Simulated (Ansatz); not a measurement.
# How fast states decay through IF, part 2 of 3

A new crystal, IF: structure, gap and complex bands. It is built by putting I for part of the F in the F structure of space group C2/c, with the volume rescaled by atomic radii. The parent structure comes from the Materials Project.

Ansatz 0.2.0; PBEsol DFT, plane waves, PAW files (the session's first sound run).

So far. Step 2 (Cell and atoms at rest): The largest force component on a free atom ends at 9.7e-4 eV/Å.

The structure was built from a prototype and need not be the compound's stable phase.

### Step 3. The bulk crystal and its band edges

The energy window and the wavevectors of the next steps follow from the band edges, so these are searched first, off the mesh as well.

Contents of input.yaml:

```yaml
crystal:
  lattice:
    - [3.7133635872, -2.0656801288, 0.0330616049]
    - [3.7133635872, 2.0656801288, 0.0330616049]
    - [-0.7312028349, 0.0, 9.407718758]
  atoms:
    - { symbol: I, position: [0.6723304094, 0.8081975531, 0.6358641687] }
    - { symbol: I, position: [0.1918024469, 0.3276695906, 0.8641358313] }
    - { symbol: F, position: [0.2962033759, 0.1603362322, 0.4946320232] }
    - { symbol: F, position: [0.8396637678, 0.7037966241, 0.0053679768] }
kpoints:
  mp_grid: { grid: [6, 6, 4] }
  band_path: { path: [VBM, CBM], npoints: 30 }
scf:
  occupations: { method: fixed }
hamiltonian:
  xc: pbesol
output:
  eigenvalues: true
  write_potential: true
  write_density: true
  volumetric_format: npy
  elf: true
```

Command:

```sh
ansatz run input.yaml --threads 2 --pin off --max-ram 4096MiB --backend cpu --events-out ev --progress --plain --runs-dir out
```

Numbers of over 12 decimals in the logs are rounded to 6 here.

The program printed:

```text
[...]
Crystal: 4 atoms, lattice volume = 144.426 Å³
Basis set: ecut = 420 eV, 2805 PW (Γ)
Bands: 29, of which v1, the nominal top of the filled ones, is band 24 counted from 1 (23 counted from 0)
Symmetry: 2 space group operations
[...]
k-points: 47 of 144 (time reversal used)
[...]
SCF iter   1: F=—  HF=-16463.079897 eV  |F-HF|=—  |Δ(HF+E_count)|=         —  Δρ=9.81e-3  dr2=1.03e-1  ethr=1.77e-3  ⟨swp⟩=5.2  Hψ=5645  notcnv=0  defer=141
[...]
SCF iter   7: F=-16463.060430 eV  HF=-16463.060430 eV  |F-HF|=4.98e-10  |Δ(HF+E_count)|=   1.03e-6  Δρ=5.66e-6  dr2=4.01e-8  ethr=2.08e-10  ⟨swp⟩=13.3  Hψ=6766  notcnv=0
SCF 1 converged in 7 iterations: F = -16463.060430 eV  dr2 = 4.01e-8
[...]
NSCF: frozen V_eff on 68 k-points
[...]
WARN: The output density's exchange-correlation potential varies sharply where the density is thin. Do not read a vacuum level from v_tot or v_xc, or from such a field of the output density. On a cell that repeats whose density bears no net charge and no dipole along the vacuum's axis use v_es (v_loc + v_h of the components); under efield.dipole_correction with no amplitude use v_es + v_field, which holds any externa [...]
SCF converged after 7 iterations
Free energy (F): -16463.060430 eV
[...]
Internal energy: -16463.060430 eV  (E = F + TS)
E sigma→0 (E₀):  -16463.060430 eV
Fermi energy:    1.161263 eV
[...]
--- Band table (eV; the first three rows and the last of 47) ---
  k-point 0: bands = [... 20 lower, -0.9960, -0.3946, 0.1674, 1.1611, 2.1152, 3.8757, 6.4699, 7.6788, ... 1 higher]
  k-point 1: bands = [... 20 lower, -0.9956, -0.3950, 0.1673, 1.1612, 2.0955, 3.8888, 6.4945, 7.5558, ... 1 higher]
  k-point 2: bands = [... 20 lower, -0.9951, -0.3953, 0.1673, 1.1613, 2.0761, 3.9015, 6.5196, 7.4923, ... 1 higher]
  k-point 46: bands = [... 20 lower, -1.1691, -0.8211, -0.7000, 0.5933, 2.1778, 3.6450, 8.0818, 8.5548, ... 1 higher]
```

Run time: 33 s. Hardware: 2 threads of Arm Neoverse V2, shared host; peak memory 0.48 GiB; 66 s of CPU time.

The column dr2 measures how far the density is from self-consistency, as an energy; F and HF (Harris–Foulkes) agree once it is small.

Numbers from this step:

```
free energy         : -16463.0604 eV
Fermi energy        : 1.161 eV
gap on the k-mesh   : 0.9148 eV
gap on path         : 0.9148 eV, by band count; negative where bands overlap
direct gap on path  : 0.9148 eV
edge places on path : 0, 0.01391 1/A along the path
```

Electronic bands along the path, in eV, zero at the Fermi level (highest filled level under fixed occupations); v1 is the highest filled band, c1 the lowest empty one:

```csv
point,v4,v3,v2,v1,c1,c2,c3,c4
VBM,-2.16,-1.56,-0.99,0.00,0.92,2.74,5.36,6.33
halfway,-2.16,-1.56,-0.99,0.00,0.91,2.74,5.36,6.33
CBM,-2.16,-1.56,-0.99,0.00,0.91,2.74,5.36,6.33
```

ELF in the bc plane of the conventional cell at fractional x = 0.240, with atoms of I and F within 0.2 Å of it. It is the smooth field of the valence electrons, not physical close to the nuclei.

Values, 24 rows by 14 columns, each cell a mean:
```
0.00 0.00 0.00 0.00 0.01 0.01 0.01 0.01 0.00 0.00 0.00 0.00 0.00 0.00
0.00 0.00 0.02 0.05 0.08 0.09 0.09 0.06 0.03 0.01 0.00 0.00 0.00 0.00
0.00 0.01 0.05 0.15 0.25 0.31 0.30 0.22 0.13 0.05 0.01 0.00 0.00 0.00
0.02 0.03 0.11 0.33 0.55 0.66 0.65 0.55 0.37 0.17 0.04 0.01 0.01 0.02
0.13 0.08 0.16 0.47 0.74 0.81 0.80 0.76 0.63 0.33 0.07 0.02 0.08 0.18
0.45 0.25 0.22 0.49 0.74 0.73 0.70 0.79 0.75 0.42 0.09 0.09 0.36 0.55
0.64 0.48 0.34 0.40 0.63 0.71 0.74 0.81 0.71 0.31 0.10 0.33 0.68 0.73
0.55 0.47 0.43 0.37 0.41 0.54 0.62 0.61 0.39 0.13 0.19 0.56 0.71 0.67
0.30 0.30 0.32 0.42 0.35 0.27 0.22 0.17 0.08 0.08 0.32 0.60 0.64 0.50
0.27 0.30 0.33 0.50 0.51 0.38 0.17 0.07 0.06 0.13 0.32 0.49 0.55 0.45
0.44 0.43 0.53 0.63 0.64 0.51 0.28 0.21 0.27 0.32 0.36 0.41 0.46 0.49
0.48 0.56 0.64 0.69 0.63 0.47 0.38 0.42 0.53 0.61 0.61 0.51 0.43 0.42
0.35 0.45 0.51 0.49 0.44 0.42 0.46 0.50 0.53 0.61 0.68 0.67 0.50 0.34
0.13 0.15 0.21 0.32 0.43 0.50 0.48 0.34 0.32 0.42 0.57 0.59 0.48 0.23
0.06 0.04 0.10 0.33 0.54 0.58 0.42 0.28 0.35 0.28 0.45 0.43 0.30 0.14
0.36 0.19 0.08 0.28 0.60 0.67 0.56 0.36 0.31 0.36 0.40 0.35 0.36 0.40
0.76 0.58 0.21 0.14 0.48 0.71 0.70 0.61 0.50 0.40 0.38 0.53 0.67 0.73
0.79 0.77 0.40 0.09 0.22 0.58 0.70 0.60 0.40 0.29 0.47 0.70 0.65 0.62
0.77 0.73 0.43 0.10 0.05 0.21 0.38 0.29 0.15 0.20 0.53 0.77 0.76 0.70
0.71 0.55 0.28 0.07 0.02 0.04 0.08 0.06 0.05 0.16 0.46 0.71 0.79 0.78
0.43 0.27 0.12 0.03 0.01 0.00 0.01 0.01 0.02 0.10 0.27 0.45 0.54 0.54
0.14 0.08 0.03 0.01 0.00 0.00 0.00 0.00 0.01 0.04 0.10 0.17 0.21 0.19
0.03 0.02 0.01 0.00 0.00 0.00 0.00 0.00 0.00 0.01 0.02 0.04 0.05 0.05
0.00 0.00 0.00 0.00 0.00 0.00 0.00 0.00 0.00 0.00 0.00 0.00 0.00 0.00
```
Columns run along b (4.1 Å), rows up along c (9.4 Å), edges of the conventional cell, whose origin can differ from the input's. Atoms in or near the plane, at fractional coordinates: I at (0.57, 0.39), I at (0.07, 0.61), F at (0.93, 0.24).

Electrostatic potential energy in the bc plane of the conventional cell at fractional x = 0.240, with atoms of I and F within 0.2 Å of it. With pseudopotentials it is smooth inside the atoms' cores, unlike the true potential.

Ten even steps from '0' (-33 eV) to '9' (9 eV), each cell a mean:
```
99999999999999
99999999999999
99999999999999
99999999999999
99997324899999
88883000699998
54564002799876
44335668998753
99734789998635
99734789988635
45436788888743
44567776677775
77887533335788
88886347753578
99885369983478
99986347853478
58998643334532
06999876667200
06999998888300
69999999999864
99999999999999
99999999999999
99999999999999
99999999999999
```
Columns run along b (4.1 Å; values clipped at the 3rd and 97th percentile), rows up along c (9.4 Å), edges of the conventional cell, whose origin can differ from the input's. Atoms in or near the plane, at fractional coordinates: I at (0.57, 0.39), I at (0.07, 0.61), F at (0.93, 0.24).

Valence density in the bc plane of the conventional cell at fractional x = 0.240, with atoms of I and F within 0.2 Å of it. It is the smooth field of the valence electrons, not physical close to the nuclei.

Ten steps, logarithmic in the rise over the least value, from '0' (0 e/Å³) to '9' (17 e/Å³), each cell a mean:
```
00000000000000
00000000000000
00000000000000
00001222100000
00024565310000
11135787420001
33335676311122
66533443211234
99853211001247
99853210001247
67643211111234
33332222222222
11122234443221
10112368874321
00012479986321
21112468874332
53111234543456
74211122223688
74100000013588
42100000001345
10000000000111
00000000000000
00000000000000
00000000000000
```
Columns run along b (4.1 Å), rows up along c (9.4 Å), edges of the conventional cell, whose origin can differ from the input's. Atoms in or near the plane, at fractional coordinates: I at (0.57, 0.39), I at (0.07, 0.61), F at (0.93, 0.24).

The searched edges give 0.915 eV, as on the mesh.

### Step 4. Decaying states in the gap

This step: PBEsol DFT, plane waves, PAW files; complex bands by layer matching along the plane's normal (Ansatz 0.2.0).

The same crystal is laid in a cell whose first two vectors span the (001) plane (indices of the standard conventional cell, whose axes can be ordered otherwise than in the bulk input). At fixed energy and wavevector in the plane the solver finds all kz, real and complex. A few wavevectors are listed, (0, 0) and (0.5, 0) in units of the plane's reciprocal vectors; the slowest state needn't be among them.

Contents of input.yaml:

```yaml
crystal:
  lattice:
    - [4.249376024, 0.0, 0.0]
    - [2.241064983, 3.610377312, 0.0]
    - [-0.56577429, -0.314718007, 9.413855844]
  atoms:
    - { symbol: I, position: [0.6723304094, 0.8081975531, 0.6358641687] }
    - { symbol: I, position: [0.1918024469, 0.3276695906, 0.8641358313] }
    - { symbol: F, position: [0.2962033759, 0.1603362322, 0.4946320232] }
    - { symbol: F, position: [0.8396637678, 0.7037966241, 0.0053679768] }
kpoints:
  mp_grid: { grid: [6, 6, 4] }
scf:
  occupations: { method: fixed }
hamiltonian:
  xc: pbesol
output:
  eigenvalues: true
  transmission:
    leads: [[0, 0]]
    kpoints: [[0.0, 0.0], [0.5, 0.0]]
    e_range: [-1.0, 1.91]
    de: 0.05
```

The program printed:

```text
[...]
Crystal: 4 atoms, lattice volume = 144.426 Å³
Basis set: ecut = 420 eV, 2805 PW (Γ)
Bands: 29, of which v1, the nominal top of the filled ones, is band 24 counted from 1 (23 counted from 0)
Symmetry: 2 space group operations
[...]
k-points: 47 of 144 (time reversal used)
[...]
SCF iter   1: F=—  HF=-16463.079912 eV  |F-HF|=—  |Δ(HF+E_count)|=         —  Δρ=9.81e-3  dr2=1.03e-1  ethr=1.77e-3  ⟨swp⟩=5.1  Hψ=5650  notcnv=0  defer=141
[...]
SCF iter   7: F=-16463.060430 eV  HF=-16463.060430 eV  |F-HF|=6.55e-11  |Δ(HF+E_count)|=   1.03e-6  Δρ=5.64e-6  dr2=3.99e-8  ethr=2.08e-10  ⟨swp⟩=13.3  Hψ=6778  notcnv=0
SCF 1 converged in 7 iterations: F = -16463.060430 eV  dr2 = 3.99e-8
[...]
transmission: 12 of 24 steps passed
transmission: 24 of 24 steps passed
SCF converged after 7 iterations
Free energy (F): -16463.060430 eV
[...]
Internal energy: -16463.060430 eV  (E = F + TS)
E sigma→0 (E₀):  -16463.060430 eV
Fermi energy:    1.161262 eV
[...]
--- Band table (eV; the first three rows and the last of 47) ---
  k-point 0: bands = [... 20 lower, -0.9960, -0.3946, 0.1674, 1.1611, 2.1152, 3.8757, 6.4699, 7.6788, ... 1 higher]
  k-point 1: bands = [... 20 lower, -0.9956, -0.3950, 0.1673, 1.1612, 2.0955, 3.8888, 6.4945, 7.5558, ... 1 higher]
  k-point 2: bands = [... 20 lower, -0.9951, -0.3953, 0.1673, 1.1613, 2.0761, 3.9015, 6.5196, 7.4923, ... 1 higher]
  k-point 46: bands = [... 20 lower, -1.1691, -0.8211, -0.7000, 0.5933, 2.1778, 3.6450, 8.0818, 8.5548, ... 1 higher]
--- Transmission ---
  basis      : 135 plane waves across, 12 finite elements along
  points     : 2, as listed
  energies   : 59 from -1.000000 to 1.900000 eV about the Fermi level, 0.050000 eV apart; the leads are filled to 0.457410 eV, and channels, transmission and decay are at 0.450000 eV
  crystal 0  : F2I2, at the sites [0, 0], period 9.4139 Å: whole cells are its period
    offset         : up to 0.0000 Å between an atom of the period and one for which it stands
    channels       : 0.000000e0 a spin
    conductance    : none, the energies end too early or step too widely for 300 K: set another output.transmission.e_range or a lower de, or, where they end at an eighth of basis.ecutwfc, a higher one
    slowest decay  : 0.4364 /Å at (0.0000, 0.0000)
```

Run time: 17 s. Hardware: 2 threads; peak memory 0.48 GiB; 33 s of CPU time.

Numbers from this step:

```
level to which the leads are filled                       : 0.4574 eV from the Fermi level
decay constant at the filling level, zone centre          : 0.4365 Å⁻¹
decay constant at the filling level, slowest listed point : 0.4364 Å⁻¹
```

K parallel (0, 0); values up to 1.5 1/Å, a degenerate pair printed once or twice; energies at which all values exceed this have no row. Im kz of the slowest decaying states against energy, zero at the highest filled level on the SCF mesh:

```csv
energy (eV),decay 1 (Å⁻¹),decay 2 (Å⁻¹),decay 3 (Å⁻¹),decay 4 (Å⁻¹)
-1.00,0.551,0.647,0.775,1.05
-0.90,0.622,0.816,0.829,1.05
-0.75,0.606,0.847,0.902,1.05
-0.65,0.596,0.861,0.919,1.05
-0.55,0.586,0.873,0.924,1.06
-0.40,0.571,0.887,0.916,1.06
-0.30,0.560,0.894,0.899,1.06
-0.20,0.548,0.868,0.899,1.06
-0.05,0.529,0.739,0.902,1.06
0.00,0.166,0.522,0.900,1.06
0.05,0.515,0.757,0.896,1.06
0.15,0.499,0.889,1.06,1.44
0.30,0.471,0.932,1.06,1.43
0.40,0.449,0.950,1.06,1.43
0.50,0.423,0.965,1.06,1.42
0.60,0.391,0.976,1.06,1.42
0.75,0.320,0.960,1.02,1.06
0.85,0.231,0.956,1.04,1.06
0.95,0.953,1.06,1.06,1.40
1.10,0.291,0.950,1.05,1.07
1.20,0.336,0.948,1.05,1.08
1.30,0.363,0.945,1.05,1.09
1.45,0.389,0.941,1.05,1.11
1.55,0.400,0.938,1.04,1.11
1.65,0.408,0.934,1.04,1.12
1.80,0.415,0.928,1.04,1.13
1.90,0.416,0.923,1.03,1.13
```

K parallel (0.5, 0); values up to 1.5 1/Å, a degenerate pair printed once or twice; energies at which all values exceed this have no row. Table of Im kz of the slowest decaying states by energy, zero at the highest filled level on the SCF mesh:

```csv
energy (eV),decay 1 (Å⁻¹),decay 2 (Å⁻¹),decay 3 (Å⁻¹),decay 4 (Å⁻¹)
-1.000,0.590,0.980,-,-
-0.800,0.773,1.02,-,-
-0.600,0.912,1.03,-,-
-0.400,0.964,1.10,1.14,1.50
-0.200,0.879,1.14,-,-
0.000,0.836,1.13,-,-
0.200,0.807,1.13,-,-
0.400,0.783,1.13,-,-
0.600,0.762,1.13,-,-
0.800,0.741,1.13,-,-
1.000,0.720,1.13,-,-
1.200,0.698,1.13,-,-
1.400,0.674,1.13,-,-
1.600,0.646,1.13,-,-
1.800,0.614,1.13,-,-
```

At +0.45 eV, the grid energy nearest the filling level (the middle of the gap on the SCF mesh), the slowest state at the listed wavevectors decays with κ = 0.436 Å⁻¹, its amplitude falling by e over 2.3 Å. Through 1 nm of this crystal that state's transmission falls by exp(−2 × 0.436 Å⁻¹ × 10 Å) = 1.6e-4.

### Step 5. Decay over the two-dimensional zone

The listed points could miss the slowest state, so one energy near mid-gap is solved on a mesh of 8×8.

input.yaml, as its differences from that of step 4:

```diff
@@ -18,6 +18,2 @@
   eigenvalues: true
-  transmission:
-    leads: [[0, 0]]
-    kpoints: [[0.0, 0.0], [0.5, 0.0]]
-    e_range: [-1.0, 1.91]
-    de: 0.05
+  transmission: { leads: [[0, 0]], kmesh: [8, 8], e_range: [0.46, 0.47], de: 0.05 }
```

The program printed:

```text
[...]
Crystal: 4 atoms, lattice volume = 144.426 Å³
Basis set: ecut = 420 eV, 2805 PW (Γ)
Bands: 29, of which v1, the nominal top of the filled ones, is band 24 counted from 1 (23 counted from 0)
Symmetry: 2 space group operations
[...]
k-points: 47 of 144 (time reversal used)
[...]
SCF iter   1: F=—  HF=-16463.079912 eV  |F-HF|=—  |Δ(HF+E_count)|=         —  Δρ=9.81e-3  dr2=1.03e-1  ethr=1.77e-3  ⟨swp⟩=5.1  Hψ=5650  notcnv=0  defer=141
[...]
SCF iter   7: F=-16463.060430 eV  HF=-16463.060430 eV  |F-HF|=6.55e-11  |Δ(HF+E_count)|=   1.03e-6  Δρ=5.64e-6  dr2=3.99e-8  ethr=2.08e-10  ⟨swp⟩=13.3  Hψ=6778  notcnv=0
SCF 1 converged in 7 iterations: F = -16463.060430 eV  dr2 = 3.99e-8
[...]
transmission: 48 of 408 steps passed
transmission: 96 of 408 steps passed
[...]
transmission: 408 of 408 steps passed
SCF converged after 7 iterations
Free energy (F): -16463.060430 eV
[...]
Internal energy: -16463.060430 eV  (E = F + TS)
E sigma→0 (E₀):  -16463.060430 eV
Fermi energy:    1.161262 eV
[...]
--- Band table (eV; the first three rows and the last of 47) ---
  k-point 0: bands = [... 20 lower, -0.9960, -0.3946, 0.1674, 1.1611, 2.1152, 3.8757, 6.4699, 7.6788, ... 1 higher]
  k-point 1: bands = [... 20 lower, -0.9956, -0.3950, 0.1673, 1.1612, 2.0955, 3.8888, 6.4945, 7.5558, ... 1 higher]
  k-point 2: bands = [... 20 lower, -0.9951, -0.3953, 0.1673, 1.1613, 2.0761, 3.9015, 6.5196, 7.4923, ... 1 higher]
  k-point 46: bands = [... 20 lower, -1.1691, -0.8211, -0.7000, 0.5933, 2.1778, 3.6450, 8.0818, 8.5548, ... 1 higher]
--- Transmission ---
  basis      : 135 plane waves across, 12 finite elements along
  points     : 34, standing for a mesh of 8 x 8
  energies   : 1 from 0.460000 to 0.460000 eV about the Fermi level; the leads are filled to 0.457410 eV, and channels, transmission and decay are at 0.460000 eV
  crystal 0  : F2I2, at the sites [0, 0], period 9.4139 Å: whole cells are its period
[...]
channels       : 0.000000e0 a spin
    conductance    : none, crystal 0 has no channel at the energies, or these end too early or step too widely for 300 K: set another output.transmission.e_range or a lower de, or, where they end at an eighth of basis.ecutwfc, a higher one
    slowest decay  : 0.4338 /Å at (0.0000, 0.0000)
```

Wall time 25 s (2 threads); peak memory 0.52 GiB.

This step gave:

| Property | Result |
| --- | --- |
| least decay constant on the mesh | 0.4338 Å⁻¹ |

Slowest decay constant (1/Å; 0 where a channel is open) over k1 and k2. At 0.4600 eV from the Fermi level.

Ten even steps from '0' (0.434) to '9' (0.777):
```
96885583
68844828
68448185
95480845
65818448
68284488
93855886
39669669
```
Columns: k1 (b1) from -0.5 to 0.375; rows upwards: k2 (b2) from -0.5 to 0.375.

The least value on the mesh is 0.434 Å⁻¹ at +0.46 eV. At that energy the listed points give about 0.434 Å⁻¹ by interpolation, so the mesh holds no clearly slower state.

### Step 6. Band edges at another level

This step: LDA DFT, plane waves, PAW files (Ansatz 0.2.0).

The edges again with LDA, at the same atoms.

Contents of input.yaml:

```yaml
crystal:
  lattice:
    - [3.7133635872, -2.0656801288, 0.0330616049]
    - [3.7133635872, 2.0656801288, 0.0330616049]
    - [-0.7312028349, 0.0, 9.407718758]
  atoms:
    - { symbol: I, position: [0.6723304094, 0.8081975531, 0.6358641687] }
    - { symbol: I, position: [0.1918024469, 0.3276695906, 0.8641358313] }
    - { symbol: F, position: [0.2962033759, 0.1603362322, 0.4946320232] }
    - { symbol: F, position: [0.8396637678, 0.7037966241, 0.0053679768] }
kpoints:
  mp_grid: { grid: [6, 6, 4] }
  band_path: { path: [VBM, CBM], npoints: 30 }
scf:
  occupations: { method: fixed }
hamiltonian:
  xc: lda
output:
  eigenvalues: true
```

The program printed:

```text
[...]
Crystal: 4 atoms, lattice volume = 144.426 Å³
Basis set: ecut = 420 eV, 2805 PW (Γ)
Bands: 29, of which v1, the nominal top of the filled ones, is band 24 counted from 1 (23 counted from 0)
Symmetry: 2 space group operations
[...]
k-points: 47 of 144 (time reversal used)
[...]
SCF iter   1: F=—  HF=-16296.579707 eV  |F-HF|=—  |Δ(HF+E_count)|=         —  Δρ=1.10e-2  dr2=1.32e-1  ethr=1.77e-3  ⟨swp⟩=5.1  Hψ=5660  notcnv=0  defer=140
[...]
SCF iter   7: F=-16296.553753 eV  HF=-16296.553753 eV  |F-HF|=4.45e-9  |Δ(HF+E_count)|=   3.14e-7  Δρ=4.93e-6  dr2=5.40e-8  ethr=2.08e-10  ⟨swp⟩=13.2  Hψ=6632  notcnv=0
SCF 1 converged in 7 iterations: F = -16296.553753 eV  dr2 = 5.40e-8
[...]
SCF converged after 7 iterations
Free energy (F): -16296.553753 eV
[...]
Internal energy: -16296.553753 eV  (E = F + TS)
E sigma→0 (E₀):  -16296.553753 eV
Fermi energy:    0.954978 eV
[...]
--- Band table (eV; the first three rows and the last of 47) ---
  k-point 0: bands = [... 20 lower, -1.2264, -0.6226, -0.0361, 0.9548, 1.8491, 3.6017, 6.1462, 7.5074, ... 1 higher]
  k-point 1: bands = [... 20 lower, -1.2259, -0.6229, -0.0362, 0.9549, 1.8298, 3.6140, 6.1712, 7.3558, ... 1 higher]
  k-point 2: bands = [... 20 lower, -1.2254, -0.6231, -0.0362, 0.9550, 1.8109, 3.6259, 6.1967, 7.2879, ... 1 higher]
  k-point 46: bands = [... 20 lower, -1.3958, -1.0454, -0.9275, 0.3776, 1.9266, 3.3694, 7.8439, 8.2604, ... 1 higher]
```

It took 31 s on 2 threads; peak memory 0.41 GiB; 61 s of CPU time.

This step gave:

* free energy: -16296.5538 eV
* Fermi energy: 0.9550 eV
* gap on the k-mesh: 0.8560 eV
* gap on path: 0.8560 eV, by band count; negative where bands overlap
* direct gap on path: 0.8560 eV
* edge places on path: 0, 0.01344 1/A along the path

The electronic bands at the labelled points (eV, zero at the Fermi level (highest filled level under fixed occupations); v1 is the highest filled band, c1 the lowest empty one):

```csv
point,v4,v3,v2,v1,c1,c2,c3,c4
VBM,-2.18,-1.58,-0.99,0.00,0.86,2.67,5.24,6.33
halfway,-2.18,-1.58,-0.99,0.00,0.86,2.67,5.24,6.33
CBM,-2.18,-1.58,-0.99,0.00,0.86,2.67,5.24,6.33
```

The searched edges give 0.856 eV, as on the mesh.

For the gap on the k-mesh, step 3 gave 0.915 eV; this run, with LDA, gives 0.856 eV.

(Continued in part 3 of 3.)

[Logs are printed without paths, hosts, clocks, repeated set-up lines and the standing remarks that a program may print on its own settings, such as how far it seeks lower states.]

[Hosts, paths, dates, database ids (printed as entryN), source tags and the programs' standing remarks are cut or masked in the printed files.]

[New means built here by substitution; the compound itself may be known and measured.]
